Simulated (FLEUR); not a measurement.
## free Ni(111) film, 6 layers: anisotropy by force theorems

Wanted: anisotropy for free Ni(111) film, 6 layers, with the cost of each step.

Program: FLEUR MaX-R8.1. Level of theory: PBE; all-electron FLAPW film, Dirac cores, scalar-relativistic bands. Results are calculated unless marked as measured.

**1. Set-up**

The cell holds 6 atoms: 6 Ni. Cell: a = 2.492 Å, b = 2.492 Å, c = 24.172 Å, α = 90.0°, β = 90.0°, γ = 120.0°. Layers at typed spacings, unrelaxed. Vacuum lies along c.

Coordinates:

```xyz
6
Lattice="2.4917 0.0000 0.0000 -1.2458 2.1579 0.0000 0.0000 0.0000 24.1725" Properties=species:S:1:pos:R:3
Ni    0.0000    0.0000    7.0000
Ni    1.2459    0.7193    9.0345
Ni    0.0000    1.4386   11.0690
Ni    0.0000    0.0000   13.1035
Ni    1.2459    0.7193   15.1380
Ni    0.0000    1.4386   17.1725
```

**2. Self-consistent state**

The force theorems are single passes in this state's potential, so it has to be converged first.

No symmetry is used, so that later steps may turn the spins freely; k and −k are joined. FLEUR takes the sheet as a true film: the images along c are dropped, heights are typed in bohr, and the vacuum on both sides is semi-infinite. inpgen writes inp.xml from crystal.txt; cutoffs, mixing, functional, smearing and local orbitals are then set in the file. The k list scf (kpts.xml, not shown) is a Γ-centred 14×14×1 mesh; where the ranks do not divide the number of points, some are split in two of half the weight.

inp.xml reads:

```
<?xml version="1.0" encoding="UTF-8" standalone="no"?>
<fleurInput fleurInputVersion="0.39">
   <comment>
      Ni
   </comment>
   <calculationSetup>
      <cutoffs Kmax="3.66" Gmax="11.0" GmaxXC="11.0" numbands="0"/>
      <scfLoop itmax="150" minDistance="0.00002" maxIterBroyd="15" imix="Anderson" alpha="0.03" precondParam="0.0" spinf="2.0" sdNocoIR="T"/>
      <coreElectrons ctail="F" frcor="F" kcrel="0" coretail_lmax="0"/>
      <xcFunctional name="pbe" relativisticCorrections="F"/>
      <magnetism jspins="2" l_noco="F" l_ss="F">
         <qss>0.0 0.0 0.0</qss>
         <mtNocoParams l_mperp="F" l_mtNocoPot="F" l_relaxSQA="F" mag_mixing_scheme="0" mix_RelaxWeightOffD="1.0" l_constrained="F" mix_constr="1.0"/>
         <sourceFreeMag l_sourceFree="F" l_scaleMag="F" mag_scale="1.0"/>
      </magnetism>
      <soc l_soc="F" theta="0.0" phi="0.0" spav="F"/>
      <expertModes spex="0" secvar="F"/>
      <geometryOptimization l_f="F" forcealpha="1.0" forcemix="BFGS" epsdisp="0.00001" epsforce="0.00001"/>
      <ldaU l_linMix="F" mixParam="0.05" spinf="1.0"/>
   </calculationSetup>
   <cell>
      <bzIntegration valenceElectrons="108.0" mode="hist" fermiSmearingEnergy="0.00183747">
         <kPointListSelection listName="scf"/>
         <xi:include xmlns:xi="http://www.w3.org/2001/XInclude" href="kpts.xml"> </xi:include>
      </bzIntegration>
      <xi:include xmlns:xi="http://www.w3.org/2001/XInclude" href="sym.xml"> </xi:include>
      <filmLattice scale="1.0" dVac="24.5" dTilda="27.0">
         <bravaisMatrixFilm>
            <row-1>    4.7086300406703598     0.0000001262337051</row-1>
            <row-2>   -2.3543151296652853     4.0777931691130949</row-2>
         </bravaisMatrixFilm>
         <vacuumEnergyParameters vacuum="1" spinUp="-.25" spinDown="-.25"/>
         <vacuumEnergyParameters vacuum="2" spinUp="-.25" spinDown="-.25"/>
      </filmLattice>
   </cell>
   <atomSpecies>
      <species name="Nickel (Ni1.000" element="Ni" atomicNumber="28">
         <mtSphere radius="2.24" gridPoints="741" logIncrement="0.016"/>
         <atomicCutoffs lmax="8" lnonsphr="6"/>
         <electronConfig flipSpins="F">
            <coreConfig>(1s1/2) (2s1/2) (2p1/2) (2p3/2)</coreConfig>
            <valenceConfig>(3s1/2) (3p1/2) (3p3/2) (4s1/2) (3d3/2) (3d5/2)</valenceConfig>
            <stateOccupation state="(3d3/2)" spinUp="1.6" spinDown="1.6"/>
            <stateOccupation state="(3d5/2)" spinUp="2.9" spinDown="1.9"/>
         </electronConfig>
         <energyParameters s="4" p="4" d="3" f="4"/>
         <lo type="SCLO" l="0" n="3" eDeriv="0"/>
         <lo type="SCLO" l="1" n="3" eDeriv="0"/>
      </species>
   </atomSpecies>
   <atomGroups>
      <atomGroup species="Nickel (Ni1.000">
         <filmPos label="                   1">.0000000000 .0000000000 -9.6116319500</filmPos>
         <force calculate="T" relaxXYZ="TTT"/>
         <nocoParams  alpha="0.0" beta="0.0"/>
      </atomGroup>
      <atomGroup species="Nickel (Ni1.000">
         <filmPos label="                   2">-1.000/3.000 1.000/3.000 -5.7669791700</filmPos>
         <force calculate="T" relaxXYZ="TTT"/>
         <nocoParams  alpha="0.0" beta="0.0"/>
      </atomGroup>
      <atomGroup species="Nickel (Ni1.000">
         <filmPos label="                   3">1.000/3.000 -1.000/3.000 -1.9223263900</filmPos>
         <force calculate="T" relaxXYZ="TTT"/>
         <nocoParams  alpha="0.0" beta="0.0"/>
      </atomGroup>
      <atomGroup species="Nickel (Ni1.000">
         <filmPos label="                   4">.0000000000 .0000000000 1.9223263900</filmPos>
         <force calculate="T" relaxXYZ="TTT"/>
         <nocoParams  alpha="0.0" beta="0.0"/>
      </atomGroup>
      <atomGroup species="Nickel (Ni1.000">
         <filmPos label="                   5">-1.000/3.000 1.000/3.000 5.7669791700</filmPos>
         <force calculate="T" relaxXYZ="TTT"/>
         <nocoParams  alpha="0.0" beta="0.0"/>
      </atomGroup>
      <atomGroup species="Nickel (Ni1.000">
         <filmPos label="                   6">1.000/3.000 -1.000/3.000 9.6116319500</filmPos>
         <force calculate="T" relaxXYZ="TTT"/>
         <nocoParams  alpha="0.0" beta="0.0"/>
      </atomGroup>
   </atomGroups>
   <output dos="F" band="F" slice="F">
      <bandDOS minEnergy="-.5*Htr" maxEnergy="0.5*Htr" sigma="0.015" storeEVData="T"/>
      <plotting iplot="0" polar="F">
         <plot TwoD="T" vec1="  1.0  0.0  0.0" vec2="  0.0  1.0  0.0" vec3="  0.0  0.0  1.0" zero="  0.0  0.0 -0.5" file="plot"/>
      </plotting>
      <moessbauerParams electricFieldGradient="F" isomerShift="F" coreHyperfine="F" valenceHyperfine="F"/>
   </output>
</fleurInput>
```

crystal.txt reads:

```
Ni
&input film=T cartesian=F /
2.49169971213  0.00000006680  0.00000000000
-1.24584991392  2.15787521590  0.00000000000
0.00000000000  0.00000000000  1.00000000000
1.8897261246
1.0 1.0 1.0

6
28 0.00000000000  0.00000000000  -9.61163194995 : 1.000
28 0.66666666667  0.33333333333  -5.76697916997 : 1.000
28 0.33333333333  0.66666666667  -1.92232638999 : 1.000
28 0.00000000000  0.00000000000  1.92232638999 : 1.000
28 0.66666666667  0.33333333333  5.76697916997 : 1.000
28 0.33333333333  0.66666666667  9.61163194995 : 1.000

&kpt div1=14 div2=14 div3=1 gamma=T /
```

Run with:

```
$ OMP_NUM_THREADS=1 inpgen -f crystal.txt -nosym -noco > inpgen.log  # inp.xml is then edited as shown
$ OMP_NUM_THREADS=1 mpirun -n 8 fleur_MPI > fleur.log
```

Log:

```text
Welcome to FLEUR        (www.flapw.de)
      MaX-Release 8.1          (www.max-centre.eu)

 ========== k-point set info ==========
 Selected k-point list: scf
 k-point list type: mesh
 0 x 0 x 0
 Number of k points: 104

 ------------Calculation Setup---------------------------
 Number of MPI-tasks      :            8
 Number of PE/node        :            8
 Number of OMP-threads    :            1
 k-points in parallel     :            8
 pe's per k-point         :            1
 No of k-point loops      :           13
 Eigenvalue solver        :       lapack
 Number of basis functions:          486
 Approximate size of matrices (H+S) per k-point:         0.007 GB
 --------------------------------------------------------
 Iteration:     1   Distance:      38.03783766 me/bohr^3
 Iteration:     2   Distance:      57.99674791 me/bohr^3
 Iteration:     3   Distance:      27.48529967 me/bohr^3
 Iteration:     4   Distance:      23.49140705 me/bohr^3
 Iteration:     5   Distance:      17.00732148 me/bohr^3
 Iteration:     6   Distance:      17.40343464 me/bohr^3
 Iteration:     7   Distance:       8.39056102 me/bohr^3
 Iteration:     8   Distance:       8.29545550 me/bohr^3
 Iteration:     9   Distance:       8.10059353 me/bohr^3
 Iteration:    10   Distance:       3.14344282 me/bohr^3
[... 51 iterations left out ...]
 Iteration:    62   Distance:       0.00009704 me/bohr^3
 Iteration:    63   Distance:       0.00009165 me/bohr^3
 Iteration:    64   Distance:       0.00018248 me/bohr^3
 Iteration:    65   Distance:       0.00011459 me/bohr^3
 Iteration:    66   Distance:       0.00007132 me/bohr^3
 Iteration:    67   Distance:       0.00004657 me/bohr^3
 Iteration:    68   Distance:       0.00003740 me/bohr^3
 Iteration:    69   Distance:       0.00003348 me/bohr^3
 Iteration:    70   Distance:       0.00003593 me/bohr^3
 Iteration:    71   Distance:       0.00000510 me/bohr^3

 ********************************************************************
 Run finished successfully
 Stop message:
   all done
 ********************************************************************

--- out.xml (last complete iteration) ---
<iteration numberForCurrentRun="   71" overallNumber="   71">
         [... left out ...]
         <bandgap value="0.0000000000" units="eV"/>
         <sumValenceSingleParticleEnergies value="-154.4910478410" units="Htr"/>
         <FermiEnergy value="-0.1855201791" units="Htr"/>
         <valenceDensity>
            <mtCharges spin="1">
               <mtCharge atomType="1" total="8.7906298" s="1.2012589" p="3.1305599" d="4.4477280" f="0.0083957"/>
               <mtCharge atomType="2" total="8.8389848" s="1.2012222" p="3.1727051" d="4.4498612" f="0.0116349"/>
               <mtCharge atomType="3" total="8.8270279" s="1.2036256" p="3.1746254" d="4.4336433" f="0.0115863"/>
               <mtCharge atomType="4" total="8.8270279" s="1.2036256" p="3.1746254" d="4.4336432" f="0.0115863"/>
               <mtCharge atomType="5" total="8.8389848" s="1.2012222" p="3.1727050" d="4.4498612" f="0.0116349"/>
               <mtCharge atomType="6" total="8.7906298" s="1.2012589" p="3.1305599" d="4.4477280" f="0.0083957"/>
            </mtCharges>
            <mtCharges spin="2">
               <mtCharge atomType="1" total="8.0917953" s="1.2043319" p="3.1489441" d="3.7270970" f="0.0087702"/>
               <mtCharge atomType="2" total="8.1402318" s="1.2057857" p="3.1927195" d="3.7256439" f="0.0125592"/>
               <mtCharge atomType="3" total="8.1584415" s="1.2078703" p="3.1938897" d="3.7408375" f="0.0123478"/>
               <mtCharge atomType="4" total="8.1584415" s="1.2078703" p="3.1938897" d="3.7408374" f="0.0123478"/>
               <mtCharge atomType="5" total="8.1402316" s="1.2057857" p="3.1927195" d="3.7256438" f="0.0125592"/>
               <mtCharge atomType="6" total="8.0917951" s="1.2043319" p="3.1489441" d="3.7270967" f="0.0087702"/>
            </mtCharges>
            <spinDependentCharge spin="1" total="55.9577983" interstitial="2.9537913" mtSpheres="52.9132850" vacuum1="0.0453610" vacuum2="0.0453610"/>
            <spinDependentCharge spin="2" total="52.0422019" interstitial="3.1642672" mtSpheres="48.7809368" vacuum1="0.0484990" vacuum2="0.0484990"/>
            <totalCharge value="108.0000002454"/>
         </valenceDensity>
         [... left out ...]
         <allElectronCharges>
            <spinDependentCharge spin="1" total="85.9577983" interstitial="2.9537913" mtSpheres="82.9132850" vacuum1="0.0453610" vacuum2="0.0453610"/>
            <spinDependentCharge spin="2" total="82.0422019" interstitial="3.1642672" mtSpheres="78.7809368" vacuum1="0.0484990" vacuum2="0.0484990"/>
            <totalCharge value="168.0000002476"/>
         </allElectronCharges>
         <magneticMomentsInMTSpheres units="muBohr">
            <globalMagMoment atomType="1" vec="0.00000   0.00000   0.69883"/>
            <localMagMoment atomType="1" vec="0.00000   0.00000   0.69883"/>
            <globalMagMoment atomType="2" vec="0.00000   0.00000   0.69875"/>
            <localMagMoment atomType="2" vec="0.00000   0.00000   0.69875"/>
            <globalMagMoment atomType="3" vec="0.00000   0.00000   0.66859"/>
            <localMagMoment atomType="3" vec="0.00000   0.00000   0.66859"/>
            <globalMagMoment atomType="4" vec="0.00000   0.00000   0.66859"/>
            <localMagMoment atomType="4" vec="0.00000   0.00000   0.66859"/>
            <globalMagMoment atomType="5" vec="0.00000   0.00000   0.69875"/>
            <localMagMoment atomType="5" vec="0.00000   0.00000   0.69875"/>
            <globalMagMoment atomType="6" vec="0.00000   0.00000   0.69883"/>
            <localMagMoment atomType="6" vec="0.00000   0.00000   0.69883"/>
         </magneticMomentsInMTSpheres>
         <moessbauerParams unitsHFF="kG" unitsIS="e/bohr^3" unitsEFG="Htr/bohr^2">
         </moessbauerParams>
         <totalEnergy value="    -9124.9355557106" units="Htr">
            <sumOfEigenvalues value="    -5319.1615962929">
               <coreElectrons value="-5164.6705484519"/>
               <valenceElectrons value="-154.4910478410"/>
            </sumOfEigenvalues>
            <densityCoulombPotentialIntegral value="-14093.8632500809"/>
            <densityEffectivePotentialIntegral value="-14589.4585309949"/>
            <chargeDenXCDenIntegral value="-381.5038188173"/>
            <FockExchangeEnergyValence value="0.0000000000"/>
            <FockExchangeEnergyCore value="0.0000000000"/>
            <atomTypeDependentContributions atomType="1">
               <electronNucleiInteractionDifferentMTs value="1823.5447153751"/>
               <MadelungTerm value="-4.3272303485"/>
            </atomTypeDependentContributions>
            <atomTypeDependentContributions atomType="2">
               <electronNucleiInteractionDifferentMTs value="1824.1859068939"/>
               <MadelungTerm value="-3.5758628115"/>
            </atomTypeDependentContributions>
            <atomTypeDependentContributions atomType="3">
               <electronNucleiInteractionDifferentMTs value="1824.2206835516"/>
               <MadelungTerm value="-3.5441242124"/>
            </atomTypeDependentContributions>
            <atomTypeDependentContributions atomType="4">
               <electronNucleiInteractionDifferentMTs value="1824.2206835530"/>
               <MadelungTerm value="-3.5441242254"/>
            </atomTypeDependentContributions>
            <atomTypeDependentContributions atomType="5">
               <electronNucleiInteractionDifferentMTs value="1824.1859069089"/>
               <MadelungTerm value="-3.5758628457"/>
            </atomTypeDependentContributions>
            <atomTypeDependentContributions atomType="6">
               <electronNucleiInteractionDifferentMTs value="1823.5447154591"/>
               <MadelungTerm value="-4.3272303698"/>
            </atomTypeDependentContributions>
            <tkbTimesEntropy value="0.0034042591"/>
            <freeEnergy value="-9124.9389599697"/>
            <extrapolationTo0K value="-9124.9372578401"/>
         </totalEnergy>
         <densityConvergence units="me/bohr^3">
            <chargeDensity spin="1" distance="0.0000011396"/>
            <chargeDensity spin="2" distance="0.0000045252"/>
            <overallChargeDensity distance="0.0000051030"/>
            <spinDensity distance="0.0000041847"/>
         </densityConvergence>
      </iteration>
```

Elapsed: 11 min, on 8 MPI ranks of Arm Neoverse V1, shared host; peak memory 1.7 GiB; 86 min of CPU time.

Spin moment in the muffin-tin sphere by atom:

```tsv
atom	spin moment in the muffin-tin sphere (μB)
Ni1	0.699
Ni2	0.699
Ni3	0.669
Ni4	0.669
Ni5	0.699
Ni6	0.699
```

Read from the output:

```yaml
free_energy: -248302.2385 eV
program_s_band_gap_on_this_mesh_in_a_metal_only_a_level_spacing: 0 eV
magnetization: 3.916 μB
final_state: ferromagnetic
```

After 71 cycles the largest moment stands at 0.699 μB.

**3. Energy against the direction of the moments, rung 1**

Anisotropy is a small difference, so it is taken from sums over occupied states at a frozen potential, where most errors cancel.

One pass with spin–orbit coupling for each direction, from the saved density. Inversion lets half of the mesh serve, which the program's warning doesn't know. The k list mae (kpts.xml, not shown) is a Γ-centred 23×23×1 mesh.

inp.xml: that of step 2 with these lines changed.

```diff
@@ -6,4 +6,4 @@
    <calculationSetup>
-      <cutoffs Kmax="3.66" Gmax="11.0" GmaxXC="11.0" numbands="0"/>
-      <scfLoop itmax="150" minDistance="0.00002" maxIterBroyd="15" imix="Anderson" alpha="0.03" precondParam="0.0" spinf="2.0" sdNocoIR="T"/>
+      <cutoffs Kmax="3.66" Gmax="11.0" GmaxXC="11.0" numbands="204"/>
+      <scfLoop itmax="1" minDistance="0.00002" maxIterBroyd="15" imix="Anderson" alpha="0.03" precondParam="0.0" spinf="2.0" sdNocoIR="T"/>
       <coreElectrons ctail="F" frcor="F" kcrel="0" coretail_lmax="0"/>
@@ -15,3 +15,3 @@
       </magnetism>
-      <soc l_soc="F" theta="0.0" phi="0.0" spav="F"/>
+      <soc l_soc="T" theta="0.0" phi="0.0" spav="F"/>
       <expertModes spex="0" secvar="F"/>
@@ -22,3 +22,3 @@
       <bzIntegration valenceElectrons="108.0" mode="hist" fermiSmearingEnergy="0.00183747">
-         <kPointListSelection listName="scf"/>
+         <kPointListSelection listName="mae"/>
          <xi:include xmlns:xi="http://www.w3.org/2001/XInclude" href="kpts.xml"> </xi:include>
@@ -89,2 +89,5 @@
    </output>
+   <forceTheorem>
+      <MAE theta="0.0 1.5707963 1.5707963" phi="0.0 0.0 1.5707963"/>
+   </forceTheorem>
 </fleurInput>
```

Run with:

```
$ OMP_NUM_THREADS=1 mpirun -n 8 fleur_MPI -warn_only > fleur.log
```

Log:

```text
[banner, memory and clock lines left out]
Welcome to FLEUR        (www.flapw.de)
      MaX-Release 8.1          (www.max-centre.eu)
************FLEUR-Warning*****************
Error message: k-point set is not compatible to missing time-reversal symmetry in calculation.
Error occurred in subroutine: gen_bz
Error from PE:0/8
Other PEs with error messages:
     1-k-point set is not compatible to missing time-reversal symmetry in calculation.
     2-k-point set is not compatible to missing time-reversal symmetry in calculation.
     3-k-point set is not compatible to missing time-reversal symmetry in calculation.
     4-k-point set is not compatible to missing time-reversal symmetry in calculation.
     5-k-point set is not compatible to missing time-reversal symmetry in calculation.
     7-k-point set is not compatible to missing time-reversal symmetry in calculation.
*****************************************

 ========== k-point set info ==========
 Selected k-point list: mae
 k-point list type: mesh
 0 x 0 x 0
 Number of k points: 272

************FLEUR-Warning*****************
Error message: k-point set is not compatible to missing time-reversal symmetry in calculation.
Error occurred in subroutine: gen_bz
Error from PE:1/8
Other PEs with error messages:
     2-k-point set is not compatible to missing time-reversal symmetry in calculation.
     3-k-point set is not compatible to missing time-reversal symmetry in calculation.
     4-k-point set is not compatible to missing time-reversal symmetry in calculation.
     5-k-point set is not compatible to missing time-reversal symmetry in calculation.
     7-k-point set is not compatible to missing time-reversal symmetry in calculation.
*****************************************
 [... set-up left out ...]
 ********************************************************************
 Run finished successfully
 Stop message:
   Forcetheorem MAE
 ********************************************************************

--- out.xml (force theorem) ---
<Forcetheorem_MAE Angles="3" units="Htr">
            <Angle theta="0.0000000" phi="0.0000000" ev-sum="-154.496333399"/>
            <Angle theta="1.5707963" phi="0.0000000" ev-sum="-154.496354919"/>
            <Angle theta="1.5707963" phi="1.5707963" ev-sum="-154.496354999"/>
         </Forcetheorem_MAE>
```

Elapsed: 2.4 min, on 8 MPI ranks; peak memory 2.8 GiB; 19 min of CPU time.

Anisotropy energies, by row:

```tsv
axis	x	y	z	band energy less the first axis' (meV a cell)
z	0	0	1	0
x	1	0	0	-0.5856
y	0	1	0	-0.5878
```

Shape anisotropy is not in these numbers.

**4. Anisotropy by the force theorem, rung 2**

A second rung shows how far the first can be trusted.

The k list mae (kpts.xml, not shown) is a Γ-centred 35×35×1 mesh.

inp.xml is that of step 3.

Log:

```text
[banner, memory and clock lines left out]
Welcome to FLEUR        (www.flapw.de)
      MaX-Release 8.1          (www.max-centre.eu)
************FLEUR-Warning*****************
Error message: k-point set is not compatible to missing time-reversal symmetry in calculation.
Error occurred in subroutine: gen_bz
Error from PE:2/8
Other PEs with error messages:
     7-k-point set is not compatible to missing time-reversal symmetry in calculation.
*****************************************
************FLEUR-Warning*****************
[...]
========== k-point set info ==========
 Selected k-point list: mae
 k-point list type: mesh
 0 x 0 x 0
 Number of k points: 616

 [... set-up left out ...]
 ********************************************************************
 Run finished successfully
 Stop message:
   Forcetheorem MAE
 ********************************************************************

--- out.xml (force theorem) ---
<Forcetheorem_MAE Angles="3" units="Htr">
            <Angle theta="0.0000000" phi="0.0000000" ev-sum="-154.496263655"/>
            <Angle theta="1.5707963" phi="0.0000000" ev-sum="-154.496286318"/>
            <Angle theta="1.5707963" phi="1.5707963" ev-sum="-154.496286290"/>
         </Forcetheorem_MAE>
```

It took 5.3 min on 8 MPI ranks; peak memory 4.9 GiB; 43 min of CPU time.

Anisotropy energies, by row:

```tsv
axis	x	y	z	band energy less the first axis' (meV a cell)
z	0	0	1	0
x	1	0	0	-0.6167
y	0	1	0	-0.6159
```

[end of part 1 of 2]

[Logs and program files are shortened in this print: banners, set-up blocks, solver, clock and traceback lines can be left out without a mark of their own.]

[Logs are printed without paths, hosts, clocks, repeated set-up lines and the standing remarks that a program may print on its own settings, such as how far it seeks lower states.]

[Hosts, paths, dates, database ids (printed as entryN), source tags and the programs' standing remarks are cut or masked in the printed files.]

[Where a cell is said to come from a database of computed structures, the database is the Materials Project.]
